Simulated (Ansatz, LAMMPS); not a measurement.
# Forces and charges in liquid 70B2O3-30CaO (mol %) at 2200 K (299 atoms)

What does DFT give for liquid 70B2O3-30CaO (mol %) at 2200 K (299 atoms) as built?

Calculated with Ansatz 0.2.0; Kohn-Sham DFT, r2SCAN, PAW (set soft_2), plane waves.

## Step 1: The structure

The cell holds 299 atoms: 102 B, 22 Ca and 175 O. Its edges and angles: a = 15.654 Å, b = 15.654 Å, c = 15.654 Å, α = 90.0°, β = 90.0°, γ = 90.0°. 299 atoms (102 B, 22 Ca, 175 O) placed at random at 2.2 g/cm³, melted at 3000 K for 20 ps at fixed volume with the Buckingham and Coulomb pair potential of Guillot and Sator (Geochim. Cosmochim. Acta 71, 1249 (2007)) with the boron terms of Wang et al. (J. Non-Cryst. Solids 498, 294 (2018)). Snapshot at the end of a hold of 10 ps at 2200 K and zero pressure.

Limits known from the start: The network of bonds at the start is that of the classical potential that made the cell, and needn't be the one that DFT or experiment would give. The Brillouin zone is sampled at Γ only, in a cell whose shortest periodic width is 16 Å.

## Step 2: How the cell was made

A classical potential makes the cell, at a small fraction of what the same run would cost in DFT.

This step: classical MD, Buckingham and Coulomb pair potential of Guillot and Sator (Geochim. Cosmochim. Acta 71, 1249 (2007)) with the boron terms of Wang et al. (J. Non-Cryst. Solids 498, 294 (2018)) (LAMMPS 22 Jul 2025 - Update 4).

File in.lmp:

```
# melt-quench of B102Ca22O175
units metal
atom_style charge
boundary p p p
region box block 0 15.3465 0 15.3465 0 15.3465
create_box 3 box
mass 1 10.8100   # B
mass 2 40.0780   # Ca
mass 3 15.9990   # O
create_atoms 1 random 102 393795 NULL overlap 1.5 maxtry 2000
create_atoms 2 random 22 393802 NULL overlap 1.5 maxtry 2000
create_atoms 3 random 175 393809 NULL overlap 1.5 maxtry 2000
pair_style buck/coul/long 9.0
pair_coeff * * 0.0 1.0 0.0
pair_coeff 1 3 206941.81 0.124 35.0018   # B-O
pair_coeff 2 3 155667.70 0.178 42.2597   # Ca-O
pair_coeff 3 3 9022.79 0.265 85.0921   # O-O
pair_coeff 1 1 484.40 0.35 0.0   # B-B
set type 1 charge 1.4175
set type 2 charge 0.945
set type 3 charge -0.945
kspace_style pppm 1.0e-4
neigh_modify delay 0 every 1 check yes
thermo_style custom step time temp pe press density
thermo_modify norm yes
timestep 0.001
thermo 100
min_style cg
minimize 1e-4 1e-4 200 2000
reset_timestep 0
velocity all create 3000 393796 mom yes dist gaussian
fix lim all nve/limit 0.05
fix lan all langevin 3000 3000 0.1 393797 zero yes
thermo 500
# [... 15 lines left out ...]
compute msd all msd com yes
thermo 2500
fix md all npt temp 2200 2200 0.1 iso 0 0 1
run 10000 post no
print "== T2200: mean square displacement over the hold $(c_msd[4]:%.2f) A^2"
unfix md
uncompute msd
write_dump all custom T2200.dump id type xs ys zs modify sort id
```

Run with:

```console
> lmp -in in.lmp -log none -nocite
```

What it wrote:

```text
LAMMPS (22 Jul 2025 - Update 4)
Created orthogonal box = (0 0 0) to (15.3465 15.3465 15.3465)
Created 102 atoms
Created 22 atoms
Created 175 atoms
PPPM initialization ...
  G vector (1/distance) = 0.32102683
  grid = 12 12 12
  estimated relative force accuracy = 8.171059e-05
   Step          Time           Temp          PotEng         Press         Density
         0   0              0              1.6555562      1450706.6      2.1979956
       100   0.1            0             -10.649684     -6539.1853      2.1979956
       109   0.109          0             -10.671085     -9903.3581      2.1979956
Loop time of 0.269539 s on 1 MPI rank(s) for 109 steps with 299 atoms
Minimization stats:
  Stopping criterion = energy tolerance
  Energy initial, next-to-last, final =
      1.65555618126344  -10.6700339580429  -10.6710847184131
  Force two-norm initial, final = 808.48449 11.880017
  Iterations, force evaluations = 109 168
   Step          Time           Temp          PotEng         Press         Density
         0   0              3000          -10.671085      24246.84       2.1979956
       500   0.5            2830.4513     -10.390102     -425.77369      2.1979956
      1000   1              2948.8872     -10.42156       30910.063      2.1979956
Loop time of 1.19539 s on 1 MPI rank(s) for 1000 steps with 299 atoms
   Step          Time           Temp          PotEng         Press         Density
      1000   1              2948.8872     -10.42156       30910.063      2.1979956
      3333   3.333          3356.9893     -10.425952      28128.74       2.1979956
      6666   6.666          2986.5208     -10.439816      43650.022      2.1979956
      9999   9.999          2942.4035     -10.431705      4007.3963      2.1979956
     13332   13.332         3100.7528     -10.426412      25065.372      2.1979956
     16665   16.665         2836.3082     -10.440092      42076.74       2.1979956
[... 2 lines left out ...]
Loop time of 23.4705 s on 1 MPI rank(s) for 20000 steps with 299 atoms
   Step          Time           Temp          PotEng         Press         Density
[... 5 lines left out ...]
Loop time of 11.614 s on 1 MPI rank(s) for 10000 steps with 299 atoms
   Step          Time           Temp          PotEng         Press         Density
[... 4 lines left out ...]
Loop time of 12.764 s on 1 MPI rank(s) for 10000 steps with 299 atoms
   Step          Time           Temp          PotEng         Press         Density
[... 2 lines left out ...]
     45000   45             1937.6218     -10.570536     -8002.8997      2.1536027
     47500   47.5           2221.5449     -10.547635     -28311.236      2.1279836
     50000   50             2209.6013     -10.602249     -5671.7435      2.2253306
     51000   51             2244.3565     -10.556793      2948.6772      2.0708287
Loop time of 12.815 s on 1 MPI rank(s) for 10000 steps with 299 atoms
== T2200: mean square displacement over the hold 7.57 A^2
```

It took 62 s on 1 thread of Arm Neoverse V2, shared host; peak memory 0.082 GiB.

## Step 3: Plane-wave single point

One self-consistent run at the given positions yields energy and forces.

File input.yaml:

```yaml
crystal:
  lattice:
    - [15.65442, 0.0, 0.0]
    - [0.0, 15.65442, 0.0]
    - [0.0, 0.0, 15.65442]
  atoms:
    - { symbol: B, position: [0.5055, 0.62408, 0.00819] }
    - { symbol: B, position: [0.31664, 0.90329, 0.8861] }
    - { symbol: B, position: [0.96375, 0.56429, 0.22833] }
    - { symbol: B, position: [0.32362, 0.85191, 0.0362] }
    - { symbol: B, position: [0.19097, 0.7382, 0.36392] }
    - { symbol: B, position: [0.70845, 0.58965, 0.07373] }
    - { symbol: B, position: [0.20186, 0.66301, 0.67705] }
    - { symbol: B, position: [0.94717, 0.22275, 0.47436] }
    - { symbol: B, position: [0.577, 0.06104, 0.7986] }
    - { symbol: B, position: [0.66637, 0.63682, 0.76886] }
    - { symbol: B, position: [0.33969, 0.05894, 0.78426] }
    - { symbol: B, position: [0.7256, 0.90145, 0.47507] }
    - { symbol: B, position: [0.39807, 0.7874, 0.77987] }
    - { symbol: B, position: [0.98005, 0.78197, 0.73551] }
    - { symbol: B, position: [0.04659, 0.57529, 0.96575] }
    - { symbol: B, position: [0.3127, 0.55537, 0.59873] }
    - { symbol: B, position: [0.6476, 0.39302, 0.19459] }
    - { symbol: B, position: [0.82366, 0.93545, 0.66648] }
    - { symbol: B, position: [0.56731, 0.6726, 0.51331] }
    - { symbol: B, position: [0.3044, 0.59748, 0.3459] }
    - { symbol: B, position: [0.62409, 0.3578, 0.69426] }
    - { symbol: B, position: [0.44302, 0.23163, 0.01062] }
    - { symbol: B, position: [0.5484, 0.08136, 0.34448] }
    - { symbol: B, position: [0.75347, 0.68444, 0.21057] }
    - { symbol: B, position: [0.44814, 0.92514, 0.52998] }
    - { symbol: B, position: [0.35039, 0.4674, 0.87039] }
    - { symbol: B, position: [0.96287, 0.06411, 0.05555] }
    - { symbol: B, position: [0.09919, 0.42193, 0.23739] }
    - { symbol: B, position: [0.06713, 0.62872, 0.79666] }
    - { symbol: B, position: [0.33571, 0.28899, 0.62433] }
    - { symbol: B, position: [0.17524, 0.77028, 0.541] }
    - { symbol: B, position: [0.48615, 0.38738, 0.94879] }
    [... 261 atom lines left out ...]
    - { symbol: O, position: [0.50794, 0.4535, 0.4955] }
    - { symbol: O, position: [0.57257, 0.33693, 0.4206] }
    - { symbol: O, position: [0.71468, 0.65296, 0.83959] }
    - { symbol: O, position: [0.68673, 0.93741, 0.15883] }
    - { symbol: O, position: [0.48829, 0.78834, 0.74739] }
    - { symbol: O, position: [0.48456, 0.12936, 0.60732] }
kpoints:
  mp_grid: { grid: [1, 1, 1] }
hamiltonian:
  xc: r2scan
scf:
  occupations: { method: fermi_dirac, width: 0.19 }
output:
  forces: true
  stress: true
  populations: true
  dos:
    method: { smearing: { sigma: 0.1 } }
    de: 0.1
    projected: { site_lists: { B: [B], Ca: [Ca], O: [O] } }
  eigenvalues: true
  write_density: true
  write_potential: true
  volumetric_format: npy
```

Run with:

```console
> ansatz run input.yaml --threads 8 --pin off --max-ram 15872MiB --backend cpu --events-out ev --progress --plain --runs-dir out
```

What it wrote:

```text
band count auto-derived: 1126 (N_el = 1576.0; filled up to band 788; 1087 by the electrons, moments and atoms)
Engine: ansatz 0.2.0, aarch64-unknown-linux-gnu
Pseudopotentials: kind: paw
Pseudopotential: B, paw, valence charge 3, recommended cutoff 500 eV (meta_gga), B.paw.azcp
Pseudopotential: Ca, paw, valence charge 10, recommended cutoff 500 eV (meta_gga), Ca.paw.azcp
Pseudopotential: O, paw, valence charge 6, recommended cutoff 500 eV (meta_gga), O.paw.azcp
[... 6 lines on functional and potentials left out ...]
Crystal: 299 atoms, lattice volume = 3836.286 Å³
Basis set: ecut = 500 eV, 97521 PW (Γ), exchange–correlation on 480×480×480 points (64 copies of the dense FFT grid, shifted against one another)
Bands: 1126, of which v1, the nominal top of the filled ones, is band 788 counted from 1 (787 counted from 0)
Symmetry: 1 space group operations
Space group: P1 (ITA 1), of the structure as read, at distance tolerance 1.6e-4 Å
k-points: 1
[... 10 lines on functional and potentials left out ...]
Initial density: superposition of atomic densities (neutral atoms: chi_scale 0, normalization atom), corrected by the library's trained network
Initial wavefunctions: pseudopotential atomic-orbital guess
Functional: x = r2scan, c = r2scan; τ floored in thin density (d = 2e-4 eV/Å³)
SCF iter   1: F=—  HF=-155754.743960 eV  |F-HF|=—  |Δ(HF+E_count)|=         —  Δρ=1.22e-2  dr2=8.01e0  dr2_τ=2.78e1  ethr=1.77e-3  ⟨swp⟩=13.0  Hψ=6808  notcnv=0  defer=94
preconditioner: auto → Resta (q_TF=auto, 2.352 Å⁻¹)  ε∞=2.9  [insulator: Δε(μ)=2.414 eV  Ē_g=16.912 eV  σ=0.190 eV  W_gap=1.00  n_scr=846 (ndim 8)  ℏωp=23.5 eV  f_vac=0.187  D(μ)=0.11/eV (n_scr^D=0)  ε∞_Penn≈2.9]
SCF iter   2: F=—  HF=-155762.651688 eV  |F-HF|=—  |Δ(HF+E_count)|=    7.91e0  Δρ=7.35e-3  dr2=1.48e0  dr2_τ=2.67e-1  ethr=5.08e-4  ⟨swp⟩=2.0  Hψ=2059  notcnv=0  defer=145
preconditioner: auto → LDOS  [insulator: Δε(μ)=0.724 eV  Ē_g=16.727 eV  σ=0.190 eV  W_gap=0.74  n_scr=846 (ndim 8)  ℏωp=23.4 eV  f_vac=0.188  D(μ)=3.70/eV (n_scr^D=6)  ε∞_Penn≈3.0  β→1.0]
SCF iter   3: F=—  HF=-155762.460835 eV  |F-HF|=—  |Δ(HF+E_count)|=   1.91e-1  Δρ=2.53e-3  dr2=2.22e-1  dr2_τ=3.50e-2  ethr=9.38e-5  ⟨swp⟩=3.0  Hψ=2053  notcnv=0  defer=118
SCF iter   4: F=—  HF=-155762.460061 eV  |F-HF|=—  |Δ(HF+E_count)|=   7.74e-4  Δρ=1.84e-3  dr2=1.37e-1  dr2_τ=1.25e-2  ethr=1.41e-5  ⟨swp⟩=3.0  Hψ=1846  notcnv=0  defer=118
SCF iter   5: F=—  HF=-155762.432725 eV  |F-HF|=—  |Δ(HF+E_count)|=   2.73e-2  Δρ=6.37e-4  dr2=1.74e-2  dr2_τ=1.24e-3  ethr=8.70e-6  ⟨swp⟩=2.0  Hψ=1580  notcnv=0  defer=118
SCF iter   6: F=—  HF=-155762.430332 eV  |F-HF|=—  |Δ(HF+E_count)|=   2.39e-3  Δρ=3.34e-4  dr2=3.66e-3  dr2_τ=3.05e-4  ethr=1.10e-6  ⟨swp⟩=2.0  Hψ=1852  notcnv=0  defer=118
SCF iter   7: F=—  HF=-155762.430193 eV  |F-HF|=—  |Δ(HF+E_count)|=   1.40e-4  Δρ=1.16e-4  dr2=4.68e-4  dr2_τ=5.69e-5  ethr=2.32e-7  ⟨swp⟩=3.0  Hψ=1637  notcnv=0  defer=118
SCF iter   8: F=—  HF=-155762.430247 eV  |F-HF|=—  |Δ(HF+E_count)|=   5.39e-5  Δρ=5.43e-5  dr2=1.11e-4  dr2_τ=9.71e-6  ethr=2.97e-8  ⟨swp⟩=3.0  Hψ=1570  notcnv=0  defer=118
SCF iter   9: F=—  HF=-155762.430316 eV  |F-HF|=—  |Δ(HF+E_count)|=   6.91e-5  Δρ=3.45e-5  dr2=4.50e-5  dr2_τ=3.29e-6  ethr=7.06e-9  ⟨swp⟩=3.0  Hψ=1770  notcnv=0  defer=118
SCF iter  10: F=—  HF=-155762.430316 eV  |F-HF|=—  |Δ(HF+E_count)|=   7.72e-7  Δρ=1.33e-5  dr2=6.30e-6  dr2_τ=6.03e-7  ethr=2.85e-9  ⟨swp⟩=3.0  Hψ=1560  notcnv=0  defer=118
SCF iter  11: F=—  HF=-155762.430317 eV  |F-HF|=—  |Δ(HF+E_count)|=   4.46e-7  Δρ=6.83e-6  dr2=1.83e-6  dr2_τ=1.41e-7  ethr=4.00e-10  ⟨swp⟩=3.0  Hψ=1844  notcnv=0  defer=118
SCF iter  12: F=—  HF=-155762.430317 eV  |F-HF|=—  |Δ(HF+E_count)|=   2.56e-7  Δρ=3.36e-6  dr2=5.25e-7  dr2_τ=2.43e-8  ethr=1.16e-10  ⟨swp⟩=3.0  Hψ=1831  notcnv=0  defer=118
SCF iter  13: F=—  HF=-155762.430317 eV  |F-HF|=—  |Δ(HF+E_count)|=   7.65e-8  Δρ=2.31e-6  dr2=2.43e-7  dr2_τ=1.53e-8  ethr=3.33e-11  ⟨swp⟩=3.0  Hψ=1794  notcnv=0  defer=118
SCF iter  14: F=-155762.430317 eV  HF=-155762.430317 eV  |F-HF|=2.69e-8  |Δ(HF+E_count)|=   1.80e-9  Δρ=1.22e-6  dr2=6.54e-8  dr2_τ=4.18e-9  ethr=6.35e-12  ⟨swp⟩=20.0  Hψ=9998  notcnv=0
SCF 1 converged in 14 iterations: F = -155762.430317 eV  dr2 = 6.54e-8
  greatest PAW one-centre occupation: 0.995 electrons in one spin orbital (limit 2), on the Ca atom at site 116 (counted from 0), in its partial waves of l = 0
WARN: The input density's exchange-correlation potential varies sharply where the density is thin. Do not read a vacuum level from v_tot or v_xc, or from such a field of the output density. On a cell that repeats whose density bears no net charge and no dipole along the vacuum's axis use v_es (v_loc + v_h of the components); [...]
SCF converged after 14 iterations
Free energy (F): -155762.430317 eV
Harris-Foulkes:  -155762.430317 eV  (|F-HF|=2.69e-8)
Internal energy: -155761.957259 eV  (E = F + TS)
E sigma→0 (E₀):  -155762.193788 eV
Entropy (-TS):   -0.473058 eV (-1.582 meV/atom)
Fermi energy:    4.749636 eV
--- Per-component energies (eV) ---
  E_band       = -12447.297131
  E_kinetic    = 41707.644908
  E_local      = -122480.256652  (includes V_loc(G=0)·N_el)
  E_nonlocal   = 10817.026196
  E_hartree    = 45382.523173
  E_xc         = -18825.633467
  E_vxc        = -26751.772776  (∫ρ·V_xc dr)
  E_paw        = -55260.603023  (= ΣΔE_a)
  E_vpaw       = -8226.810462  (= ΣTr[D̂ρ^β])
  E_aug_tail   = 0.183729  (compensation charges beyond the density's cutoff)
  E_vtau       = 1721.646854  (kinetic-family band-sum trace: ∫τ·v_τ [+ j·A + Jᵃ·Aᵃ] dr)
  E_ewald      = -57090.516737
  E_core_change = -12.325386  (= ΣΔE_core)
  E_smearing   = -0.473058  (= −TS)
  E_closure    = -0.000000  (closes the sum)
  Σ components = -155762.430317   (vs F -155762.430317, Δ=0.00e0)
--- Forces (eV/Å), atoms counted from 1 ---
  atom   1  B     -4.48268909     3.38079445    -1.31881524
  atom   2  B      3.42053394     0.22835899    -1.10852153
  atom   3  B      1.99997850    -1.54581013     1.07760602
  atom   4  B     -1.94638184    -3.99083359    -1.48487162
  atom   5  B      0.82756519     1.66022697     4.58658472
  atom   6  B     -0.48469236    -4.70013931     6.27879993
  atom   7  B     -2.31212612     1.68854906    -1.23162919
  atom   8  B     -0.78858248    -4.09743555    -3.54554290
  atom   9  B      2.17621501    -0.92578655    -2.86653886
  atom  10  B     -0.50813078     2.11282330    -0.46219160
  atom  11  B      1.52677378    -0.73327655    -0.05181801
  atom  12  B     -4.76306759     1.13349824     0.65499203
  atom  13  B     -0.10905032     2.14304967     2.04726057
  atom  14  B      6.81799915    -2.66171323     1.70599828
[...]
atom 298  O      0.53481767     0.55339605     1.55741903
  atom 299  O      1.79855027    -0.21064568     0.33879739
  max |Σ_I F_I| component: 3.78e-4 eV/Å
--- Stress (GPa, compression-positive) ---
      -10.798520      -0.132092      -1.305126
       -0.132087     -12.317658       0.672578
       -1.305121       0.672573     -11.834544
  P = ⅓ Tr σ = -11.6502 GPa (-116.502 kbar)
--- Band table (eV) ---
  k-point 0: bands = ["-40.6711", "-40.5094", "-40.2507", "-40.0523", [... 1110 levels ...], "13.1506", "13.1577", "13.1682", "13.1808", "13.2143", "13.2259", "13.2440", "13.2627", "13.2931", "13.3022", "13.3327", "13.3634"]
--- Löwdin populations: 299 sites ---
  site symbol       q [e]
     0      B      2.2988
     1      B      2.3252
     2      B      2.3037
[...]
298      O      6.4572
  spilling = 0.010245 (of n_electrons = 1576.000000)
```

The job ended after 5.2 min (8 threads of Arm Neoverse V2, shared host; peak memory 14 GiB; 41 min of CPU time).

The column dr2 measures how far the density is from self-consistency, as an energy; F and HF (Harris–Foulkes) agree once it is small.

The program notes that it cut back its work space to fit the memory limit and the exchange-correlation potential is rough where the density is thin.

The run gave:

- free energy: -155762.4303 eV
- free energy per atom: -520.9446 eV/atom
- SCF cycles: 14
- pressure: -11.65 GPa
- r.m.s. force component: 1.906 eV/Å
- longest force: 8.769 eV/Å
- Fermi energy: 4.75 eV
- spacing of highest filled and lowest empty level: 0.8845 eV
- levels partly filled by over 2 per cent: 4
- spilling of the projection: 0.01025

Neighbours are counted within 1.83 Å (O-B), 3.12 Å (O-Ca).

Length of the force by element and coordination:

| element | coordination | atoms | mean length of the force (eV/Å) | spread | least | most |
| --- | --- | --- | --- | --- | --- | --- |
| B | all | 102 | 3.62 | 1.60 | 0.537 | 7.86 |
| B | 3 | 93 | 3.58 | 1.50 | 0.537 | 7.86 |
| B | 4 | 9 | 4.03 | 2.34 | 0.906 | 7.17 |
| Ca | all | 22 | 2.39 | 1.25 | 0.492 | 5.14 |
| Ca | 4 | 3 | 2.20 | 0.629 | 1.43 | 2.97 |
| Ca | 5 | 5 | 1.83 | 1.08 | 1.08 | 3.92 |
| Ca | 6 | 2 | 1.76 | 0.463 | 1.30 | 2.23 |
| Ca | 7 | 8 | 2.77 | 1.57 | 0.492 | 5.14 |
| Ca | 8 | 2 | 3.32 | 0.932 | 2.39 | 4.25 |
| Ca | 9 | 1 | 2.18 | 0 | 2.18 | 2.18 |
| Ca | 10 | 1 | 2.35 | 0 | 2.35 | 2.35 |
| O | all | 175 | 2.55 | 1.44 | 0.192 | 8.77 |
| O | 1 | 5 | 1.38 | 0.738 | 0.752 | 2.63 |
| O | 2 | 74 | 2.62 | 1.69 | 0.192 | 8.77 |
| O | 3 | 83 | 2.57 | 1.18 | 0.583 | 5.85 |
| O | 4 | 12 | 2.57 | 1.44 | 0.886 | 5.35 |
| O | 5 | 1 | 0.970 | 0 | 0.970 | 0.970 |

Löwdin charges by element and coordination (they lack the spilled electrons, 0.054 e an atom on average):

```
element  coordination  atoms  mean charge (e)  spread   least    most
      B           all    102            0.675  0.0572   0.505   0.792
      B             3     93            0.679   0.056   0.505   0.792
      B             4      9            0.627  0.0466   0.558   0.701
     Ca           all     22             1.82  0.0203    1.77    1.86
     Ca             4      3             1.82  0.0085    1.81    1.83
     Ca             5      5             1.82  0.0139    1.80    1.84
     Ca             6      2             1.78  0.0108    1.77    1.79
     Ca             7      8             1.82  0.0201    1.80    1.86
     Ca             8      2             1.79  0.0142    1.78    1.81
     Ca             9      1             1.83       0    1.83    1.83
     Ca            10      1             1.83       0    1.83    1.83
      O           all    175           -0.529   0.130  -0.916  -0.349
      O             1      5           -0.635  0.0588  -0.733  -0.552
      O             2     74           -0.473  0.0987  -0.833  -0.349
      O             3     83           -0.553   0.129  -0.881  -0.403
      O             4     12           -0.654   0.156  -0.916  -0.443
      O             5      1           -0.634       0  -0.634  -0.634
```

States in the cell by windows of 1 eV, zero at the Fermi level; the larger projections on atomic orbitals stand beside the total:

| from (eV) | to (eV) | total | O p | B p |
| --- | --- | --- | --- | --- |
| -10 | -9 | 60.9 | 42.2 | 15.1 |
| -9 | -8 | 69.2 | 50.3 | 14.7 |
| -8 | -7 | 97.5 | 75.3 | 15.8 |
| -7 | -6 | 120.1 | 98.6 | 14.3 |
| -6 | -5 | 139.2 | 122.1 | 10.1 |
| -5 | -4 | 139.8 | 127.9 | 6.3 |
| -4 | -3 | 119.8 | 111.7 | 3.8 |
| -3 | -2 | 72.4 | 67.8 | 2.1 |
| -2 | -1 | 25.9 | 24.2 | 0.9 |
| -1 | 0 | 7.5 | 7.0 | 0.3 |
| 0 | 1 | 6.7 | 1.0 | 2.9 |
| 1 | 2 | 37.6 | 4.4 | 13.6 |
| 2 | 3 | 84.6 | 7.3 | 21.8 |
| 3 | 4 | 105.4 | 8.8 | 25.7 |
| 4 | 5 | 125.0 | 11.2 | 34.0 |

Between -26 and -10 eV lie 672 more states.

The levels nearest the highest filled one (over half full), pooled over k-points and spins:

```csv
level less the highest filled one (eV),occupation
-0.572,1.99
-0.556,1.99
-0.544,1.99
-0.468,1.98
-0.147,1.92
0,1.83
0.884,0.182
1.03,0.087
1.35,0.017
1.51,0.007
1.58,0.005
1.70,0.003
```

(Part 1 of 2 ends here.)

[Logs are printed without paths, hosts, clocks, repeated set-up lines and the standing remarks that a program may print on its own settings, such as how far it seeks lower states.]

[Hosts, paths, dates, database ids (printed as entryN), source tags and the programs' standing remarks are cut or masked in the printed files.]
